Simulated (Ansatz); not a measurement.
# Phonons of Hf (P6_3/mmc, 2 atoms in the cell) against volume

Wanted: Grüneisen parameters and pressure coefficients of the modes of Hf (P6_3/mmc, 2 atoms in the cell).

Main program and level: Ansatz 0.2.0; DFT LDA, scalar-relativistic, plane waves, PAW; PAW set soft_1.

Report form: the programs' logs are mostly left out.

### Step 1. Starting point

Symmetry: P6_3/mmc, No. 194, hexagonal system. Conventional cell: a = 3.197 Å, b = 3.197 Å, c = 5.058 Å, α = 90.00°, β = 90.00°, γ = 120.00°. Hf has 12 Hf at 3.13 to 3.20 Å nearest.

### Step 2. Relaxation

Harmonic phonons are second derivatives at a point where the forces vanish, and they are wanted at zero stress, so atoms and cell are relaxed first.

The input, input.yaml:

```yaml
crystal:
  lattice:
    - [3.1967, 0.0, 0.0]
    - [-1.59835, 2.7684234083, 0.0]
    - [0.0, 0.0, 5.0578]
  atoms:
    - { symbol: Hf, position: [0.33333333, 0.66666667, 0.25] }
    - { symbol: Hf, position: [0.66666667, 0.33333333, 0.75] }
kpoints:
  mp_grid: { grid: [15, 15, 8] }
hamiltonian:
  xc: lda
  pseudopotentials: { kind: paw, azcp: { folder: soft_1 }, xc_functional: pbe }
scf:
  occupations: { method: gaussian, width: 0.1 }
output:
  forces: true
  stress: true
  eigenvalues: true
  write_density: true
  write_potential: true
  elf: true
  volumetric_format: npy
relax:
  adjacent_minimum: "off"
  f_tol: 0.005
  max_steps: 80
  cell: { stress_tol: 0.05 }
```

Run with:

```console
$ ansatz run input.yaml --threads 4 --pin off --max-ram 10240MiB --backend cpu --events-out ev --progress --plain --runs-dir out
```

Elapsed: 14 s, on 4 threads of Intel Xeon at 2.60GHz (Ice Lake), shared host; peak memory 0.53 GiB; 53 s of CPU time.

Relaxation path:

| step | energy less that of the first step (eV) | largest force component (eV/Å) | pressure (GPa) | volume (Å³) |
| --- | --- | --- | --- | --- |
| 1 | 0.0000 | 0.0000 | -7.66 | 44.76 |
| 2 | 0.0225 | 0.0000 | 10.96 | 38.50 |
| 3 | -0.0781 | 0.0000 | -0.83 | 41.95 |
| 4 | -0.0789 | 0.0000 | 0.08 | 41.63 |
| 5 | -0.0789 | 0.0000 | 0.00 | 41.66 |
| 6* | -0.0783 | 0.0000 | -0.01 | 41.66 |

Relaxation steps marked * repeat the geometry before them on a plane-wave basis chosen anew for their cell, so energy and pressure can jump there. Relaxation step 2 was tried and not accepted.

Forces are held to the 24 operations that the run works with; a distortion that breaks them can't arise in this run.

| conventional cell, symmetrised | before | after | change |
| --- | --- | --- | --- |
| a (Å) | 3.197 | 3.121 | -2.4 % |
| b (Å) | 3.197 | 3.121 | -2.4 % |
| c (Å) | 5.058 | 4.939 | -2.3 % |
| volume (Å³/atom) | 22.38 | 20.83 | -6.9 % |

The relaxed structure:

```xyz
2
Lattice="3.1208 0.0000 0.0000 -1.5604 2.7027 0.0000 0.0000 0.0000 4.9393" Properties=species:S:1:pos:R:3 pbc="T T T"
Hf    0.0000    1.8018    1.2348
Hf    1.5604    0.9009    3.7045
```

This step gave:

- pressure: -0.01055 GPa
- volume per atom: 20.83 Å³
- gap on the k-mesh: 0 eV

Electrostatic potential energy in the ac plane at fractional y = 0.333, with atoms of Hf within 0.2 Å of it. With pseudopotentials it is smooth inside the atoms' cores, unlike the true potential.

Ten even steps from '_' (-15 eV) to '@' (21 eV):
```
@@@@@@@@@@@@%%%%##********##%%%%
%%@@@@@@@@@@%%**++--::::--==**##
%%@@@@@@@@%%##==::________..==**
##%%@@@@%%##++::____________..==
**%%@@@@%%##==..__..::::..____--
**%%@@@@%%##--____::====::____::
**%%@@@@%%##==____..--==::____--
**%%@@@@%%##++..____....______==
##%%@@@@@@%%**--..__________::++
%%@@@@@@@@%%##**--::......--++##
@@@@@@@@@@@@%%##**++====++**##%%
@@@@@@@@@@@@@@%%%%########%%%%@@
@@@@@@@@@@@@@@@@@@@@%%%%@@@@@@@@
@@%%%%%%%%%%@@@@@@@@@@@@@@@@@@@@
%%%%######%%%%@@@@@@@@@@@@@@@@%%
##********##%%%%@@@@@@@@@@@@@@%%
**++++==++**##%%@@@@@@@@@@@@%%%%
**++======++##%%@@@@@@@@@@@@%%##
**==----==++**%%@@@@@@@@@@@@%%##
**++======**##%%@@@@@@@@@@@@%%##
##**++++****##%%@@@@@@@@@@@@@@%%
%%##########%%@@@@@@@@@@@@@@@@%%
%%%%%%%%%%%%@@@@@@@@@@@@@@@@@@@@
@@@@@@@@@@@@@@@@@@@@@@@@@@@@@@@@
@@@@@@@@@@@@@@@@%%%%%%%%%%%%@@@@
```
Columns run along a (3.1 Å; values clipped at the 3rd and 97th percentile), rows up along c (4.9 Å). Atoms in or near the plane, at fractional coordinates: Hf at (0.67, 0.75).

Valence density in the ac plane at fractional y = 0.333, with atoms of Hf within 0.2 Å of it. It is the smooth field of the valence electrons, not physical close to the nuclei.

Ten steps, logarithmic in the rise over the least value, from '_' (0 e/Å³) to '@' (54 e/Å³):
```
____________________....________
________________....::::::..____
______________..::--======::..__
____________..::==**####**==::..
____________..--++##%%@@%%**==::
..__________..--**%%@@@@@@##==::
____________..--**%%@@@@%%**==::
____________..::++##%%%%##++--..
______________..--==++**++--::..
______________....::----::::..__
__________________........______
________________________________
________________________________
________________________________
________________________________
________________________________
__........______________________
__..........____________________
......::....____________________
__..........____________________
____......______________________
________________________________
________________________________
________________________________
________________________________
```
Columns run along a (3.1 Å), rows up along c (4.9 Å). Atoms in or near the plane, at fractional coordinates: Hf at (0.67, 0.75).

ELF in the ac plane at fractional y = 0.333, with atoms of Hf within 0.2 Å of it. It is the smooth field of the valence electrons, not physical close to the nuclei.

Ten even steps from '0' (0.14) to '9' (0.86):
```
1344320001111000
0244210013454200
0133100247887530
0022101479999852
0011002689999973
1011003799999984
1011003699999974
0012002589999863
0023100368998741
0133200135666410
1244310002332100
2333321000010001
2111112222222222
1000001234554431
0000000245676421
0001000136776420
0122110135776410
1233210125776310
1233310125776310
0123210135776310
0011100135776410
0000000146776420
0000001245665431
1111111233333322
2222221111111111
```
Columns run along a (3.1 Å), rows up along c (4.9 Å). Atoms in or near the plane, at fractional coordinates: Hf at (0.67, 0.75).

In this step the volume went from 22.38 to 20.83 Å³/atom.

### Step 3. Tight relaxation

Phonons need small forces and stress, so the relaxation is finished with tight tolerances on 15×15×8 k points.

input.yaml, the sections that differ from step 2:

```yaml
crystal:
  lattice:
    - [3.1207715266, 0.0, 0.0]
    - [-1.5603857633, 2.7026674214, 0.0]
    - [0.0, 0.0, 4.9393132073]
  atoms:
    - { symbol: Hf, position: [0.3333333333, 0.6666666667, 0.25] }
    - { symbol: Hf, position: [0.6666666667, 0.3333333333, 0.75] }
scf:
  occupations: { method: methfessel_paxton, width: 0.2 }
output:
  forces: true
  stress: true
  eigenvalues: true
relax:
  adjacent_minimum: "off"
  f_tol: 0.001
  max_steps: 60
  cell: { stress_tol: 0.01 }
# kpoints, hamiltonian: as in step 2
```

Wall time 8.2 s (4 threads); peak memory 0.51 GiB.

Little changed from the start: no atom moved by 0.005 Å and no cell edge by 0.1 %.

Numbers from this step:

| Property | Result |
| --- | --- |
| pressure | 2.17e-4 GPa |

The forces vanish by symmetry and the pressure is 0.000 GPa, within the tolerances set. The cell now holds 20.83 Å³/atom.

### Step 4. Zone-centre response at rest

Phonons follow from the second derivative of the energy, found here by linear response.

The modes at rest are the reference of the series.

input.yaml, the sections that differ from step 3:

```yaml
crystal:
  lattice:
    - [3.1206126502, 0.0, 0.0]
    - [-1.5603063251, 2.7025298304, 0.0]
    - [0.0, 0.0, 4.9394305484]
  atoms:
    - { symbol: Hf, position: [0.3333333333, 0.6666666667, 0.25] }
    - { symbol: Hf, position: [0.6666666667, 0.3333333333, 0.75] }
output:
  eigenvalues: true
phonons:
  method: dfpt
# kpoints, hamiltonian, scf: as in step 3
# relax: removed
```

The job ended after 26 s (4 threads; peak memory 1.5 GiB; 94 s of CPU time).

This step gave:

| Quantity | Value |
| --- | --- |
| sum-rule residual before enforcement | 3.54e-5 eV/Å² |
| point group | 6/mmm |
| highest optical mode at the zone centre (no LO-TO term) | 113.0 cm⁻¹ |
| lowest optical zone-centre mode | 72.94 cm⁻¹ |

Patterns of degenerate modes are one choice out of their space. Modes at Γ:

| mode | frequency (cm⁻¹) | symmetry |
| --- | --- | --- |
| 1 | 0.0 | acoustic |
| 2 | 0.0 | acoustic |
| 3 | 0.0 | acoustic |
| 4 | 72.9 | E2g |
| 5 | 72.9 | E2g |
| 6 | 113.0 | B1g |

Displacements in mode 4 (72.9 cm⁻¹), the largest set to 1:
```
Hf1  0.00  1.00  0.00
Hf2  0.00 -1.00  0.00
```

Displacements in mode 6 (113.0 cm⁻¹), the largest set to 1:
```
Hf1  0.00  0.00  1.00
Hf2  0.00  0.00 -1.00
```

Before it was imposed, the acoustic sum rule was missed by 3.5e-5 eV/Å². Small misses are needed for a sound result but don't prove that mesh and cutoff are converged. The lowest optical mode is real, 72.9 cm⁻¹.

### Step 5. Relaxation of a member: 1.06 times the volume at rest

The cell is set to 1.06 times the volume at rest, and shape and atoms relax at that volume.

input.yaml, the sections that differ from step 4:

```yaml
crystal:
  lattice:
    - [3.1842020256, 0.0, 0.0]
    - [-1.5921010128, 2.757599845, 0.0]
    - [0.0, 0.0, 5.0287639392]
  atoms:
    - { symbol: Hf, position: [0.3333333333, 0.6666666667, 0.25] }
    - { symbol: Hf, position: [0.6666666667, 0.3333333333, 0.75] }
output:
  forces: true
  stress: true
  eigenvalues: true
relax:
  adjacent_minimum: "off"
  f_tol: 0.001
  max_steps: 60
  cell: { stress_tol: 0.01, fix: [volume] }
# kpoints, hamiltonian, scf: as in step 4
# phonons: removed
```

Run time: 9 s. Hardware: 4 threads; peak memory 0.52 GiB.

Little changed from the start: no atom moved by 0.005 Å and no cell edge by 0.1 %.

Numbers from this step:

| Property | Result |
| --- | --- |
| pressure | -6.365 GPa |
| volume per atom | 22.08 Å³ |

The forces vanish by symmetry, at a pressure of -6.37 GPa.

### Step 6. Modes of this member: 1.06 times the volume at rest

The zone-centre modes follow for 1.06 times the volume at rest.

input.yaml, the sections that differ from step 5:

```yaml
crystal:
  lattice:
    - [3.18512576, 0.0, 0.0]
    - [-1.59256288, 2.7583998224, 0.0]
    - [0.0, 0.0, 5.025847528]
  atoms:
    - { symbol: Hf, position: [0.3333333333, 0.6666666667, 0.25] }
    - { symbol: Hf, position: [0.6666666667, 0.3333333333, 0.75] }
output:
  eigenvalues: true
phonons:
  method: dfpt
# kpoints, hamiltonian, scf: as in step 5
# relax: removed
```

Elapsed: 28 s, on 4 threads; peak memory 1.6 GiB; 1.7 min of CPU time.

This step gave:

```
sum-rule residual before enforcement                    : 3.50e-5 eV/Å²
highest optical mode at the zone centre (no LO-TO term) : 89.89 cm⁻¹
lowest optical zone-centre mode                         : 75.61 cm⁻¹
```

Patterns of degenerate modes are one choice out of their space. Modes at Γ:

| mode | frequency (cm⁻¹) | symmetry |
| --- | --- | --- |
| 1 | 0.0 | acoustic |
| 2 | 0.0 | acoustic |
| 3 | 0.0 | acoustic |
| 4 | 75.6 | E2g |
| 5 | 75.6 | E2g |
| 6 | 89.9 | B1g |

Displacements in mode 4 (75.6 cm⁻¹), the largest set to 1:
```
Hf1  0.00  1.00  0.00
Hf2  0.00 -1.00  0.00
```

Displacements in mode 6 (89.9 cm⁻¹), the largest set to 1:
```
Hf1  0.00  0.00  1.00
Hf2  0.00  0.00 -1.00
```

The lowest optical mode is real, 75.6 cm⁻¹, and the highest lies at 89.9 cm⁻¹.

For the highest optical mode at the zone centre (no LO-TO term), step 4 gave 113 cm⁻¹; this run, with volume ratio 1.06, gives 89.9 cm⁻¹ (-20 %).

### Step 7. A member of the series: 0.9 times the volume at rest

The cell is set to 0.9 times the volume at rest, and shape and atoms relax at that volume.

input.yaml, the sections that differ from step 6:

```yaml
crystal:
  lattice:
    - [3.0051767525, 0.0, 0.0]
    - [-1.5025883762, 2.6025594106, 0.0]
    - [0.0, 0.0, 4.7935700807]
  atoms:
    - { symbol: Hf, position: [0.3333333333, 0.6666666667, 0.25] }
    - { symbol: Hf, position: [0.6666666667, 0.3333333333, 0.75] }
output:
  forces: true
  stress: true
  eigenvalues: true
relax:
  adjacent_minimum: "off"
  f_tol: 0.001
  max_steps: 60
  cell: { stress_tol: 0.01, fix: [volume] }
# kpoints, hamiltonian, scf: as in step 6
# phonons: removed
```

The job ended after 8.1 s (4 threads; peak memory 0.51 GiB).

Step by step:

| step | energy less that of the first step (eV) | largest force component (eV/Å) | pressure (GPa) | volume (Å³) |
| --- | --- | --- | --- | --- |
| 1 | 0.0000 | 0.0000 | 15.14 | 37.49 |
| 2 | -0.0001 | 0.0000 | 15.08 | 37.49 |
| 3 | -0.0001 | 0.0000 | 15.10 | 37.49 |
| 4* | -0.0001 | 0.0000 | 15.10 | 37.49 |

Relaxation steps marked * repeat the geometry before them on a plane-wave basis chosen anew for their cell, so energy and pressure can jump there.

Forces are held to the 24 operations that the run works with; a distortion that breaks them can't arise in this run.

| conventional cell, symmetrised | before | after | change |
| --- | --- | --- | --- |
| a (Å) | 3.005 | 3.002 | -0.1 % |
| b (Å) | 3.005 | 3.002 | -0.1 % |
| c (Å) | 4.794 | 4.802 | +0.2 % |
| volume (Å³/atom) | 18.75 | 18.75 | +0.0 % |

Final coordinates:

```xyz
2
Lattice="3.0025 0.0000 0.0000 -1.5012 2.6002 0.0000 0.0000 0.0000 4.8022" Properties=species:S:1:pos:R:3 pbc="T T T"
Hf    0.0000    1.7335    1.2005
Hf    1.5012    0.8667    3.6016
```

Numbers from this step:

| Quantity | Value |
| --- | --- |
| pressure | 15.10 GPa |
| volume per atom | 18.75 Å³ |

The forces vanish by symmetry, at a pressure of 15.10 GPa.

### Step 8. Modes of this member: 0.9 times the volume at rest

The zone-centre modes follow for 0.9 times the volume at rest.

input.yaml, the sections that differ from step 7:

```yaml
crystal:
  lattice:
    - [3.0024894624, 0.0, 0.0]
    - [-1.5012447312, 2.6002321491, 0.0]
    - [0.0, 0.0, 4.8021546092]
  atoms:
    - { symbol: Hf, position: [0.3333333333, 0.6666666667, 0.25] }
    - { symbol: Hf, position: [0.6666666667, 0.3333333333, 0.75] }
output:
  eigenvalues: true
phonons:
  method: dfpt
# kpoints, hamiltonian, scf: as in step 7
# relax: removed
```

It took 26 s on 4 threads; peak memory 1.5 GiB; 94 s of CPU time.

This step gave:

| Quantity | Value |
| --- | --- |
| sum-rule residual before enforcement | 3.02e-5 eV/Å² |
| highest optical mode at the zone centre (no LO-TO term) | 154.0 cm⁻¹ |
| lowest optical zone-centre mode | 59.08 cm⁻¹ |

Patterns of degenerate modes are one choice out of their space. Modes at Γ:

| mode | frequency (cm⁻¹) | symmetry |
| --- | --- | --- |
| 1 | 0.0 | acoustic |
| 2 | 0.0 | acoustic |
| 3 | 0.0 | acoustic |
| 4 | 59.1 | E2g |
| 5 | 59.1 | E2g |
| 6 | 154.0 | B1g |

Displacements in mode 4 (59.1 cm⁻¹), the largest set to 1:
```
Hf1  0.00 -1.00  0.00
Hf2  0.00  1.00  0.00
```

Displacements in mode 6 (154.0 cm⁻¹), the largest set to 1:
```
Hf1  0.00  0.00  1.00
Hf2  0.00  0.00 -1.00
```

The lowest optical mode is real, 59.1 cm⁻¹, and the highest lies at 154.0 cm⁻¹.

Between step 4 and this run (volume ratio 0.9) the value for the highest optical mode at the zone centre (no LO-TO term) moves from 113 cm⁻¹ to 154 cm⁻¹ (+36 %).

### Step 9. The series together

The members are set side by side, also those not shown above.

Each row is one cell with its response, relaxed at fixed volume as far as symmetry leaves anything free; energies are extrapolated to zero smearing, and E0 is that at rest; shape and atoms are relaxed in each cell where symmetry leaves them free; all runs use 15×15×8 k points and Methfessel-Paxton smearing of 0.2 eV. State of the crystal along the series:

| volume ratio | V (Å³/atom) | pressure (GPa) | E - E0 (meV/atom) | first cell vector (Å) | third cell vector (Å) |
| --- | --- | --- | --- | --- | --- |
| 0.9 | 18.75 | 15.1 | 91.46 | 3.002 | 4.802 |
| 0.92 | 19.16 | 11.54 | 56.84 | 3.027 | 4.829 |
| 0.94 | 19.58 | 8.271 | 31.07 | 3.051 | 4.856 |
| 0.96 | 20 | 5.273 | 13.45 | 3.075 | 4.883 |
| 0.98 | 20.41 | 2.522 | 3.29 | 3.098 | 4.911 |
| 0.99 | 20.62 | 1.233 | 0.8282 | 3.109 | 4.926 |
| 1 | 20.83 | 2.17e-4 | 0 | 3.121 | 4.939 |
| 1.02 | 21.25 | -2.311 | 3.004 | 3.143 | 4.968 |
| 1.04 | 21.66 | -4.427 | 11.77 | 3.164 | 4.997 |
| 1.06 | 22.08 | -6.365 | 25.81 | 3.185 | 5.026 |

Each mode is tracked from rest by its pattern, and modes that stay within 0.3 cm⁻¹ of each other stand once; shape and atoms are relaxed in each cell where symmetry leaves them free; all runs use 15×15×8 k points and Methfessel-Paxton smearing of 0.2 eV. Optical modes along the series:

| V (Å³/atom) | mode 4 E2g (cm⁻¹) | mode 6 B1g (cm⁻¹) |
| --- | --- | --- |
| 18.75 | 59.08 | 154 |
| 19.16 | 62.6 | 145.3 |
| 19.58 | 65.93 | 136.8 |
| 20 | 68.81 | 128.6 |
| 20.41 | 71.15 | 120.7 |
| 20.62 | 72.1 | 116.8 |
| 20.83 | 72.94 | 113 |
| 21.25 | 74.22 | 105.4 |
| 21.66 | 75.08 | 97.71 |
| 22.08 | 75.61 | 89.89 |

From cubic fits (parabolas where under five rows exist) of ln ω and P against ln V through the rows within about 4 % of rest: γ = −d ln ω / d ln V and dω/dP = γ ω / B. Slopes at rest:

| mode | fitted frequency at rest (cm⁻¹) | Grüneisen parameter γ | dω/dP (cm⁻¹/GPa) |
| --- | --- | --- | --- |
| mode 4 E2g | 72.9 | -1.05 | -0.63 |
| mode 6 B1g | 113 | 3.38 | 3.16 |

### Step 10. What came out

```yaml
members: 10
highest_optical_mode_at_the_zone_centre_no_lo_to_term_at_rest: 113.0 cm⁻¹
bulk_modulus_at_rest: 121 GPa
mode_4_e2g_gamma: -1.05
mode_6_b1g_gamma: 3.38
```

**Reading.** The series spans -6.4 to 15.1 GPa, and the slope at rest gives a bulk modulus of 121 GPa. Among the modes in the table of slopes γ runs from -1.05 (mode 4 E2g) to 3.38 (mode 6 B1g). A negative γ means that the mode softens under pressure. One k mesh and one cutoff serve the ground states and modes of all volumes. These are harmonic frequencies at zero temperature: anharmonic shifts, linewidths and thermal expansion are left out. Spin-orbit coupling is left out, which can matter for the heavy elements here. With no gap, or one that is small against the smearing, the frequencies hang on the k mesh and the smearing, most of all near Kohn anomalies. The PAW files were made for PBE; the program adapts parts of them to the functional of the run, but their partial waves stay those of PBE, an approximation that was not tested in this session. Only the zone centre was solved, so an instability at another wavevector cannot show here.

[Logs are printed without paths, hosts, clocks, repeated set-up lines and the standing remarks that a program may print on its own settings, such as how far it seeks lower states.]

[Hosts, paths, dates, database ids (printed as entryN), source tags and the programs' standing remarks are cut or masked in the printed files.]
